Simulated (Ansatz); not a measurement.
# Phonons of CuPd (Skaergaardite, Pm-3m) against volume

Aim: how the phonons of CuPd (Skaergaardite, Pm-3m) shift with volume, and the thermal expansion that follows.

Calculated with Ansatz 0.2.0; DFT PBEsol, scalar-relativistic, plane waves, PAW; PAW set soft_1.

The database entry behind the starting cell differs from later determinations by our own check (about 0.35 % long), so it need not match the best structure at ambient conditions.

### 1. Starting point

Symmetry: Pm-3m, No. 221, cubic system. Conventional cell: a = 2.961 Å, b = 2.961 Å, c = 2.961 Å, α = 90.00°, β = 90.00°, γ = 90.00°. Nearest to Cu lie 8 Pd at 2.56 Å. Nearest to Pd lie 8 Cu at 2.56 Å. Farther neighbours are not listed.

### 2. Phonons on a q mesh

The cell comes from relaxations at this level that are not shown. Stability and thermal properties need the whole zone. Linear response on a 4×4×4 q mesh gives force constants as far as a supercell of that size would.

The input, input.yaml:

```yaml
crystal:
  lattice:
    - [2.9609981749, 0.0, 0.0]
    - [0.0, 2.9609981749, 0.0]
    - [0.0, 0.0, 2.9609981749]
  atoms:
    - { symbol: Cu, position: [0.0, 0.0, 0.0] }
    - { symbol: Pd, position: [0.5, 0.5, 0.5] }
kpoints:
  mp_grid: { grid: [16, 16, 16] }
hamiltonian:
  xc: pbesol
  pseudopotentials: { kind: paw, azcp: { folder: soft_1 }, xc_functional: pbe }
scf:
  occupations: { method: methfessel_paxton, width: 0.2 }
output:
  eigenvalues: true
phonons:
  method: dfpt
  qmesh: [4, 4, 4]
  temperatures: { t_max: 1000, t_step: 50 }
  qpath:
    path:
      - [[0.0, 0.0, 0.0], [0.0, 0.5, 0.0], [0.5, 0.5, 0.0], [0.0, 0.0, 0.0], [0.5, 0.5, 0.5], [0.0, 0.5, 0.0]]
      - [[0.5, 0.5, 0.5], [0.5, 0.5, 0.0]]
    npoints: 10
```

Command:

```sh
ansatz run input.yaml --threads 4 --pin off --max-ram 10240MiB --backend cpu --events-out ev --progress --plain --runs-dir out
```

Numbers of over 12 decimals in the logs are rounded to 6 here.

Output:

```text
Engine: ansatz 0.2.0, aarch64-unknown-linux-gnu
Pseudopotentials: kind: paw
Pseudopotential: Cu, paw, valence charge 19, recommended cutoff 420 eV (normal), soft_1/Cu.paw.azcp
Pseudopotential: Pd, paw, valence charge 18, recommended cutoff 420 eV (normal), soft_1/Pd.paw.azcp
Functional definition: PBEsol
  exchange = pbesol_x
  correlation = pbesol_c
Crystal: 2 atoms, lattice volume = 25.961 Å³
Basis set: ecut = 420 eV, 485 PW (Γ), exchange–correlation on 40×40×40 points (8 copies of the dense FFT grid, shifted against one another)
Bands: 23, of which v1, the nominal top of the filled ones, is band 19 counted from 1 (18 counted from 0)
Symmetry: 48 space group operations
k-points: 165 of 4096
Non-local potential: Cu, projectors of the file, l = 0: 3, l = 1: 2, l = 2: 3, l = 3: 1
Non-local potential: Pd, projectors of the file, l = 0: 2, l = 1: 2, l = 2: 2, l = 3: 1
PAW form: soft (Blöchl's): semilocal exchange-correlation on the pseudo side does not see the compensation charge
PAW frozen core: Cu, regenerated for the run's functional, and the local potential with it (the file was generated under x = pbe(κ = 0.804, μ = 0.219515), c = pbe(β = 0.066725))
PAW frozen core: Pd, regenerated for the run's functional, and the local potential with it (the file was generated under x = pbe(κ = 0.804, μ = 0.219515), c = pbe(β = 0.066725))
PAW one-centre angular grid: Cu, 590 points (default); XC on 64 Gauss nodes
PAW one-centre angular grid: Pd, 590 points (default); XC on 64 Gauss nodes
Initial density: superposition of atomic densities (chi_scale 0.1, normalization cell, long waves kept (reshape's long-wave potential 0.00 eV rms))
Initial wavefunctions: pseudopotential atomic-orbital guess
Functional: x = pbesol(κ = 0.804, μ = 0.123457), c = pbesol(β = 0.046)
SCF iter   1: F=—  HF=-13499.032309 eV  |F-HF|=—  |Δ(HF+E_count)|=         —  Δρ=2.28e-1  dr2=1.75e1  ethr=3.10e-3  ⟨swp⟩=4.1  Hψ=13622  notcnv=0
preconditioner: auto → none  [metal: Δε(μ)=0.014 eV  Ē_g=10.580 eV  σ=0.200 eV  W_gap=0.06  n_scr=6 (ndim 8)  ℏωp=33.4 eV  f_vac=0.000  D(μ)=2.01/eV (n_scr^D=26)  sad-step TF]
SCF iter   2: F=—  HF=-13497.136682 eV  |F-HF|=—  |Δ(HF+E_count)|=    1.90e0  S|Δr|=    0.00e0  Δρ=1.50e-1  dr2=8.15e0  ethr=3.10e-3  ⟨swp⟩=2.6  Hψ=7608  notcnv=0  defer=31
SCF iter   3: F=—  HF=-13495.879837 eV  |F-HF|=—  |Δ(HF+E_count)|=    1.26e0  S|Δr|=    0.00e0  Δρ=8.67e-2  dr2=1.10e0  ethr=3.10e-3  ⟨swp⟩=2.9  Hψ=6763  notcnv=0  defer=31
SCF iter   4: F=—  HF=-13495.699764 eV  |F-HF|=—  |Δ(HF+E_count)|=   1.80e-1  S|Δr|=    0.00e0  Δρ=1.28e-2  dr2=1.26e-2  ethr=2.97e-3  ⟨swp⟩=2.4  Hψ=7166  notcnv=0  defer=45
SCF iter   5: F=—  HF=-13495.698723 eV  |F-HF|=—  |Δ(HF+E_count)|=   1.04e-3  S|Δr|=    0.00e0  Δρ=1.78e-3  dr2=4.87e-4  ethr=3.40e-5  ⟨swp⟩=2.0  Hψ=6156  notcnv=0  defer=45
SCF iter   6: F=—  HF=-13495.698694 eV  |F-HF|=—  |Δ(HF+E_count)|=   2.94e-5  S|Δr|=    0.00e0  Δρ=2.52e-4  dr2=7.11e-6  ethr=1.32e-6  ⟨swp⟩=2.0  Hψ=5310  notcnv=0  defer=45
SCF iter   7: F=—  HF=-13495.698702 eV  |F-HF|=—  |Δ(HF+E_count)|=   8.41e-6  S|Δr|=    0.00e0  Δρ=3.67e-5  dr2=1.50e-7  ethr=1.92e-8  ⟨swp⟩=2.5  Hψ=6660  notcnv=0  defer=45
SCF iter   8: F=—  HF=-13495.698702 eV  |F-HF|=—  |Δ(HF+E_count)|=   2.62e-7  S|Δr|=    0.00e0  Δρ=5.38e-6  dr2=3.43e-9  ethr=4.04e-10  ⟨swp⟩=2.1  Hψ=5241  notcnv=0  defer=45
SCF iter   9: F=—  HF=-13495.698702 eV  |F-HF|=—  |Δ(HF+E_count)|=  5.49e-10  S|Δr|=    0.00e0  Δρ=7.09e-7  dr2=5.87e-11  ethr=9.28e-12  ⟨swp⟩=1.8  Hψ=5526  notcnv=0  defer=45
SCF iter  10: F=-13495.698702 eV  HF=-13495.698702 eV  |F-HF|=1.82e-12  |Δ(HF+E_count)|=  9.09e-12  S|Δr|=    0.00e0  Δρ=3.52e-8  dr2=1.93e-13  ethr=1.00e-12  ⟨swp⟩=6.2  Hψ=14851  notcnv=0
SCF 1 converged in 10 iterations: F = -13495.698702 eV  dr2 = 1.93e-13
  greatest PAW one-centre occupation: 1.000 electrons in one spin orbital (limit 2), on the Cu atom at site 0 (counted from 0), in its partial waves of l = 0
phonons: the bands overlap, so this run is a metal and interpolates without the dipole-dipole term. If the crystal is really an insulator or semiconductor, its LO-TO splitting is missing
NSCF: frozen V_eff on 165 k-points
WARN: eigensolver did not converge (k=8): 1 band(s) unlocked after 20 sweeps at ethr=1.10e-12 eV (storage-precision floor; scheduled 1.00e-12 eV) (lowest unlocked band 22, counted from 0; max residual 4.83e-6 eV among the unlocked bands, 4.83e-6 eV over every band; other slots of this pass that fall short are told together in one closing line; warning suppressed until the next SCF loop or pass starts)
NSCF: frozen V_eff on 405 k-points
DFPT response loops at q = (0, 0, 0) (fractional): preconditioner auto → Kerker (q_TF=auto, 2.894 Å⁻¹) (partly filled bands, converged f_vac=0.000); β = 1.00, the filter's whole step (`scf.mixing.beta` (0.50) is not read by the response loops under this deck's `scf.mixing.preconditioner`; to damp them name `kerker` or `kerker_dos`, under which they read `scf.mixing.beta`, and type it under 1.00, their step now; both keys bind the ground state too); Broyden in place of MSR1
NSCF: frozen V_eff on 2592 k-points
DFPT response loops at q = (0, 0, 0.25) (fractional): mixed as the last ones told, above
NSCF: frozen V_eff on 1458 k-points
DFPT response loops at q = (0, 0, -0.5) (fractional): mixed as the last ones told, above
NSCF: frozen V_eff on 4608 k-points
DFPT response loops at q = (0, 0.25, 0.25) (fractional): mixed as the last ones told, above
NSCF: frozen V_eff on 2592 k-points
DFPT response loops at q = (0, 0.25, -0.5) (fractional): mixed as the last ones told, above
NSCF: frozen V_eff on 1458 k-points
DFPT response loops at q = (0, -0.5, -0.5) (fractional): mixed as the last ones told, above
NSCF: frozen V_eff on 4352 k-points
DFPT response loops at q = (0.25, 0.25, 0.25) (fractional): mixed as the last ones told, above
NSCF: frozen V_eff on 4608 k-points
DFPT response loops at q = (0.25, 0.25, -0.5) (fractional): mixed as the last ones told, above
NSCF: frozen V_eff on 2592 k-points
DFPT response loops at q = (0.25, -0.5, -0.5) (fractional): mixed as the last ones told, above
NSCF: frozen V_eff on 810 k-points
DFPT response loops at q = (-0.5, -0.5, -0.5) (fractional): mixed as the last ones told, above
SCF converged after 10 iterations
Stability not checked: this state was not tested for a lower state beside it, because cold or Methfessel-Paxton smearing, or corrected tetrahedra, fill the levels in a way that the test cannot read (fill_not_monotonic; see scf.lower_state_search)
Free energy (F): -13495.698702 eV
Harris-Foulkes:  -13495.698702 eV  (|F-HF|=1.82e-12)
Internal energy: -13495.705225 eV  (E = F + TS)
E sigma→0 (E₀):  -13495.700333 eV
Entropy (-TS):   0.006522 eV (3.261 meV/atom)
Fermi energy:    18.128381 eV
--- Per-component energies (eV) ---
  E_band       = -480.137903
  E_kinetic    = 711.616468
  E_local      = -6339.433932  (includes V_loc(G=0)·N_el)
  E_nonlocal   = 1265.643970
  E_hartree    = 2657.220563
  E_xc         = -206.813262
  E_vxc        = -264.368721  (∫ρ·V_xc dr)
  E_paw        = -5524.842725  (= ΣΔE_a)
  E_vpaw       = -1168.038288  (= ΣTr[D̂ρ^β])
  E_aug_tail   = 0.001432  (compensation charges beyond the density's cutoff)
  E_ewald      = -6059.606466
  E_core_change = 0.508728  (= ΣΔE_core)
  E_smearing   = 0.006522  (= −TS)
  E_closure    = 0.000000  (closes the sum)
  Σ components = -13495.698702   (vs F -13495.698702, Δ=0.00e0)
--- Band table (eV; the first three rows and the last of 165) ---
  k-point 0: bands = [... 15 lower, 17.0288, 18.0444, 18.0444, 18.0444, 27.1528, 27.1528, 27.1528, 34.3783]
  k-point 1: bands = [... 15 lower, 17.0419, 17.9693, 17.9693, 18.0217, 26.6704, 27.3139, 27.3139, 34.3160]
  k-point 2: bands = [... 15 lower, 17.0800, 17.7629, 17.7629, 17.9548, 25.5270, 27.7773, 27.7773, 34.1388]
  k-point 164: bands = [... 15 lower, 16.8997, 17.9796, 17.9796, 24.6219, 26.1757, 26.1757, 26.1757, 27.6246]
--- Phonons (Γ-DFPT): 2 representative perturbations + reference (Σ response iterations 8) ---
  ASR residual: 3.277e-5 → 0.000e0 eV/Å²; symmetrization residual: 6.714e-7 eV/Å²
  ASR residual per site (eV/Å²): 3.28e-5 2.18e-5
  Γ frequencies (cm⁻¹): 0.00 0.00 0.00 223.50 223.50 223.50
--- Phonons (arbitrary-q DFPT): 10 irreducible q on the 4×4×4 mesh ---
  q = [0.0000, 0.0000, 0.0000] (star 1, of the zone-centre solve; hermiticity 1.84e-7, symmetrization 1.64e-12): -0.00 -0.00 0.00 223.50 223.50 223.50
  q = [0.0000, 0.0000, 0.2500] (star 6, 4 solved perturbations in 4032 linear systems a pass and spin channel, the states on 1296 of 4096 k-point pairs; hermiticity 5.93e-7, symmetrization 8.89e-13): 84.72 84.72 112.45 210.88 210.88 220.90
  q = [0.0000, 0.0000, -0.5000] (star 3, 4 solved perturbations in 2268 linear systems a pass and spin channel, the states on 729 of 4096 k-point pairs; hermiticity 4.58e-10, symmetrization 3.13e-9): 136.66 136.66 176.71 189.23 189.23 198.19
  q = [0.0000, 0.2500, 0.2500] (star 12, 4 solved perturbations in 7056 linear systems a pass and spin channel, the states on 2304 of 4096 k-point pairs; hermiticity 9.67e-7, symmetrization 2.37e-13): 37.50 108.89 158.13 194.30 200.91 234.57
  q = [0.0000, 0.2500, -0.5000] (star 12, 6 solved perturbations on 1296 of 4096 k-point pairs; hermiticity 2.38e-6, symmetrization 1.22e-8): 95.21 107.39 134.62 185.63 226.12 230.13
  q = [0.0000, -0.5000, -0.5000] (star 3, 4 solved perturbations in 2268 linear systems a pass and spin channel, the states on 729 of 4096 k-point pairs; hermiticity 5.40e-6, symmetrization 2.02e-11): 49.78 49.78 134.09 183.48 245.60 245.60
  q = [0.2500, 0.2500, 0.2500] (star 8, 2 solved perturbations on 2176 of 4096 k-point pairs; hermiticity 1.37e-6, symmetrization 6.60e-13): 95.60 95.60 130.14 210.48 218.07 218.07
  q = [0.2500, 0.2500, -0.5000] (star 12, 4 solved perturbations in 7056 linear systems a pass and spin channel, the states on 2304 of 4096 k-point pairs; hermiticity 2.10e-6, symmetrization 8.67e-9): 88.87 101.14 148.95 187.44 224.17 227.60
  q = [0.2500, -0.5000, -0.5000] (star 6, 4 solved perturbations in 4032 linear systems a pass and spin channel, the states on 1296 of 4096 k-point pairs; hermiticity 3.66e-6, symmetrization 7.45e-9): 101.94 101.94 146.98 183.95 225.66 225.66
  q = [-0.5000, -0.5000, -0.5000] (star 1, 2 solved perturbations on 405 of 4096 k-point pairs; hermiticity 7.54e-8, symmetrization 3.77e-8): 160.33 160.33 160.33 179.80 179.80 179.80
  sum rule: each row above includes the acoustic sum rule's correction from the zone centre's row sums; it moved no ω² by more than (0.37 cm⁻¹)²
  mesh force constants: q→R imaginary residual 3.62e-18; ASR residual 3.277e-5 → 0.000e0 eV/Å²; symmetrization residual 8.882e-15 eV/Å²
  interpolated dispersion: 62 rows × 6 modes
  density of states and harmonic sums: on the 24×24×24 q-mesh, interpolated from the force constants of a 4×4×4 supercell (no non-analytic term)
  largest difference from the sums on the solved wave vectors: F 1.12e-2 eV, S 1.52e-5 and C_V 4.02e-6 eV/K
  zero-point energy: 0.059574 eV/cell   skipped modes (ω ≤ 0): 3   left out of the sums: 3.62e-5 of the cell's modes: C_V's classical limit lies that fraction below 3 k_B per atom; for a crystal, a wire or a layer, F and S can be off by more, and a phonons.interpolated_qmesh denser along its periods is the remedy for the sampling
```

Elapsed: 11 min, on 4 threads of Arm Neoverse V1, shared host; peak memory 3.4 GiB; 41 min of CPU time.

The column dr2 measures how far the density is from self-consistency, as an energy; F and HF (Harris–Foulkes) agree once it is small.

This step gave:

| Item | Value |
| --- | --- |
| volume per atom | 12.98 Å³ |
| gap on the k-mesh | 0 eV |
| sum-rule residual before enforcement | 3.28e-5 eV/Å² |
| lowest frequency on the path | 0 cm⁻¹ |
| point group | m-3m |
| highest frequency on the path or at a solved wavevector | 245.6 cm⁻¹ |
| mean frequency | 160.2 cm⁻¹ |
| Debye temperature (second moment) | 317 K |
| logarithmic mean frequency | 146.9 cm⁻¹ |
| highest optical mode at the zone centre (no LO-TO term) | 223.5 cm⁻¹ |
| lowest optical zone-centre mode | 223.5 cm⁻¹ |
| lowest mode on the q mesh (acoustic modes at Γ apart) | 37.5 cm⁻¹ |
| zero-point energy per atom | 29.79 meV |
| heat capacity at 300 K | 23.61 J/(mol atoms K) |
| vibrational entropy at 300 K | 34.36 J/(mol atoms K) |

Frequencies (cm⁻¹) solved at each irreducible wavevector; negative means imaginary. Frequencies by wavevector, by row:

| q in reciprocal lattice units | star | mode 1 | mode 2 | mode 3 | mode 4 | mode 5 | mode 6 |
| --- | --- | --- | --- | --- | --- | --- | --- |
| 0 0 0 | 1 | 0 | 0 | 0 | 223.5 | 223.5 | 223.5 |
| 0 0 0.25 | 6 | 84.7 | 84.7 | 112.5 | 210.9 | 210.9 | 220.9 |
| 0 0 -0.5 | 3 | 136.7 | 136.7 | 176.7 | 189.2 | 189.2 | 198.2 |
| 0 0.25 0.25 | 12 | 37.5 | 108.9 | 158.1 | 194.3 | 200.9 | 234.6 |
| 0 0.25 -0.5 | 12 | 95.2 | 107.4 | 134.6 | 185.6 | 226.1 | 230.1 |
| 0 -0.5 -0.5 | 3 | 49.8 | 49.8 | 134.1 | 183.5 | 245.6 | 245.6 |
| 0.25 0.25 0.25 | 8 | 95.6 | 95.6 | 130.1 | 210.5 | 218.1 | 218.1 |
| 0.25 0.25 -0.5 | 12 | 88.9 | 101.1 | 148.9 | 187.4 | 224.2 | 227.6 |
| 0.25 -0.5 -0.5 | 6 | 101.9 | 101.9 | 147 | 183.9 | 225.7 | 225.7 |
| -0.5 -0.5 -0.5 | 1 | 160.3 | 160.3 | 160.3 | 179.8 | 179.8 | 179.8 |

Symmetry leaves 10 wavevectors to solve. The lowest mode among them, the acoustic zeros apart, lies at q = (0, 0.25, 0.25) and is real, 37.5 cm⁻¹.

### 3. Relaxing at another volume, volume ratio 0.97

The volume is scaled by 0.97 and held; symmetry leaves nothing to relax, so this is a single point. The modes can then be followed against volume.

input.yaml, the sections that differ from step 2:

```yaml
crystal:
  lattice:
    - [2.9310870575, 0.0, 0.0]
    - [0.0, 2.9310870575, 0.0]
    - [0.0, 0.0, 2.9310870575]
  atoms:
    - { symbol: Cu, position: [0.0, 0.0, 0.0] }
    - { symbol: Pd, position: [0.5, 0.5, 0.5] }
output:
  forces: true
  stress: true
  eigenvalues: true
# kpoints, hamiltonian, scf: as in step 2
# phonons: removed
```

Output:

```text
[...]
Crystal: 2 atoms, lattice volume = 25.182 Å³
Basis set: ecut = 420 eV, 461 PW (Γ), exchange–correlation on 40×40×40 points (8 copies of the dense FFT grid, shifted against one another)
Bands: 23, of which v1, the nominal top of the filled ones, is band 19 counted from 1 (18 counted from 0)
Symmetry: 48 space group operations
[...]
k-points: 165 of 4096
[...]
--- Band table (eV; the first three rows and the last of 165) ---
  k-point 0: bands = [... 15 lower, 17.7336, 18.8008, 18.8008, 18.8008, 28.0342, 28.0342, 28.0342, 35.4328]
  k-point 1: bands = [... 15 lower, 17.7474, 18.7214, 18.7214, 18.7770, 27.5520, 28.2014, 28.2014, 35.3608]
  k-point 2: bands = [... 15 lower, 17.7876, 18.5033, 18.5033, 18.7065, 26.4032, 28.6822, 28.6822, 35.1586]
  k-point 164: bands = [... 15 lower, 17.6031, 18.7320, 18.7320, 25.5449, 27.0729, 27.0729, 27.0729, 28.5927]
[key lines of the parts left out:]
SCF converged after 8 iterations
Free energy (F): -13495.684305 eV
Fermi energy:    18.883061 eV
P = ⅓ Tr σ = 6.1126 GPa (61.126 kbar)
```

The job ended after 1.6 s (4 threads; peak memory 0.38 GiB; 5.3 s of CPU time).

Numbers from this step:

```yaml
pressure: 6.113 GPa
volume_per_atom: 12.59 Å³
```

The run ends at a pressure of 6.11 GPa.

### 4. Phonons at the other volume, volume ratio 0.97

The phonons are repeated at this volume on the same k and q meshes.

Edit input.yaml of step 3 so:

```diff
@@ -16,4 +16,11 @@
 output:
-  forces: true
-  stress: true
   eigenvalues: true
+phonons:
+  method: dfpt
+  qmesh: [4, 4, 4]
+  temperatures: { t_max: 1000, t_step: 50 }
+  qpath:
+    path:
+      - [[0.0, 0.0, 0.0], [0.0, 0.5, 0.0], [0.5, 0.5, 0.0], [0.0, 0.0, 0.0], [0.5, 0.5, 0.5], [0.0, 0.5, 0.0]]
+      - [[0.5, 0.5, 0.5], [0.5, 0.5, 0.0]]
+    npoints: 10
```

Output:

```text
[...]
Crystal: 2 atoms, lattice volume = 25.182 Å³
Basis set: ecut = 420 eV, 461 PW (Γ), exchange–correlation on 40×40×40 points (8 copies of the dense FFT grid, shifted against one another)
Bands: 23, of which v1, the nominal top of the filled ones, is band 19 counted from 1 (18 counted from 0)
Symmetry: 48 space group operations
k-points: 165 of 4096
[...]
SCF iter   1: F=—  HF=-13498.946050 eV  |F-HF|=—  |Δ(HF+E_count)|=         —  Δρ=2.28e-1  dr2=1.67e1  ethr=3.10e-3  ⟨swp⟩=4.1  Hψ=13629  notcnv=0
[...]
SCF iter  10: F=-13495.684305 eV  HF=-13495.684305 eV  |F-HF|=1.82e-12  |Δ(HF+E_count)|=  2.18e-11  S|Δr|=    0.00e0  Δρ=4.00e-8  dr2=2.61e-13  ethr=1.00e-12  ⟨swp⟩=6.3  Hψ=15670  notcnv=0
SCF 1 converged in 10 iterations: F = -13495.684305 eV  dr2 = 2.61e-13
[...]
NSCF: frozen V_eff on 165 k-points
[...]
SCF converged after 10 iterations
[...]
Free energy (F): -13495.684305 eV
[...]
Internal energy: -13495.690173 eV  (E = F + TS)
E sigma→0 (E₀):  -13495.685772 eV
Entropy (-TS):   0.005868 eV (2.934 meV/atom)
Fermi energy:    18.883043 eV
[...]
--- Band table (eV; the first three rows and the last of 165) ---
  k-point 0: bands = [... 15 lower, 17.7335, 18.8008, 18.8008, 18.8008, 28.0342, 28.0342, 28.0342, 35.4328]
  k-point 1: bands = [... 15 lower, 17.7473, 18.7214, 18.7214, 18.7769, 27.5520, 28.2014, 28.2014, 35.3608]
  k-point 2: bands = [... 15 lower, 17.7876, 18.5033, 18.5033, 18.7065, 26.4032, 28.6822, 28.6822, 35.1585]
  k-point 164: bands = [... 15 lower, 17.6030, 18.7320, 18.7320, 25.5449, 27.0729, 27.0729, 27.0729, 28.5927]
[...]
ASR residual: 3.400e-5 → 0.000e0 eV/Å²; symmetrization residual: 1.083e-5 eV/Å²
  ASR residual per site (eV/Å²): 3.40e-5 1.29e-5
  Γ frequencies (cm⁻¹): 0.00 0.00 0.00 238.60 238.60 238.60
--- Phonons (arbitrary-q DFPT): 10 irreducible q on the 4×4×4 mesh ---
[...]
interpolated dispersion: 62 rows × 6 modes
[...]
```

Elapsed: 11 min, on 4 threads; peak memory 3.3 GiB; 41 min of CPU time.

Numbers from this step:

```yaml
sum_rule_residual_before_enforcement: 3.40e-5 eV/Å²
highest_frequency_on_the_path_or_at_a_solved_wavevector: 264.1 cm⁻¹
mean_frequency: 171.3 cm⁻¹
debye_temperature_second_moment: 339 K
logarithmic_mean_frequency: 157 cm⁻¹
highest_optical_mode_at_the_zone_centre_no_lo_to_term: 238.6 cm⁻¹
lowest_optical_zone_centre_mode: 238.6 cm⁻¹
lowest_mode_on_the_q_mesh_acoustic_modes_at_gamma_apart: 40.39 cm⁻¹
zero_point_energy_per_atom: 31.86 meV
heat_capacity_at_300_k: 23.43 J/(mol atoms K)
vibrational_entropy_at_300_k: 32.79 J/(mol atoms K)
```

Frequencies (cm⁻¹) solved at each irreducible wavevector; negative means imaginary. Frequencies by wavevector, by row:

| q in reciprocal lattice units | star | mode 1 | mode 2 | mode 3 | mode 4 | mode 5 | mode 6 |
| --- | --- | --- | --- | --- | --- | --- | --- |
| 0 0 0 | 1 | 0 | 0 | 0 | 238.6 | 238.6 | 238.6 |
| 0 0 0.25 | 6 | 89.8 | 89.8 | 120.9 | 224.8 | 224.8 | 236.3 |
| 0 0 -0.5 | 3 | 145.5 | 145.5 | 190.1 | 200.9 | 200.9 | 212.2 |
| 0 0.25 0.25 | 12 | 40.4 | 115.5 | 169 | 207.5 | 214 | 251.6 |
| 0 0.25 -0.5 | 12 | 101.3 | 114.7 | 143.1 | 197.2 | 242.8 | 246.9 |
| 0 -0.5 -0.5 | 3 | 53.8 | 53.8 | 142.4 | 195 | 264.1 | 264.1 |
| 0.25 0.25 0.25 | 8 | 102.2 | 102.2 | 138.2 | 225.4 | 233.7 | 233.7 |
| 0.25 0.25 -0.5 | 12 | 94.6 | 108.2 | 160 | 200 | 240.8 | 244.4 |
| 0.25 -0.5 -0.5 | 6 | 109.7 | 109.7 | 157.8 | 196.4 | 242.8 | 242.8 |
| -0.5 -0.5 -0.5 | 1 | 173.4 | 173.4 | 173.4 | 193.6 | 193.6 | 193.6 |

The highest optical mode at the zone centre (no LO-TO term) is 238.6 cm⁻¹, +15.1 cm⁻¹ against the base run.

(Part 1 of 2 ends here.)

[Logs are printed without paths, hosts, clocks, repeated set-up lines and the standing remarks that a program may print on its own settings, such as how far it seeks lower states.]

[Hosts, paths, dates, database ids (printed as entryN), source tags and the programs' standing remarks are cut or masked in the printed files.]
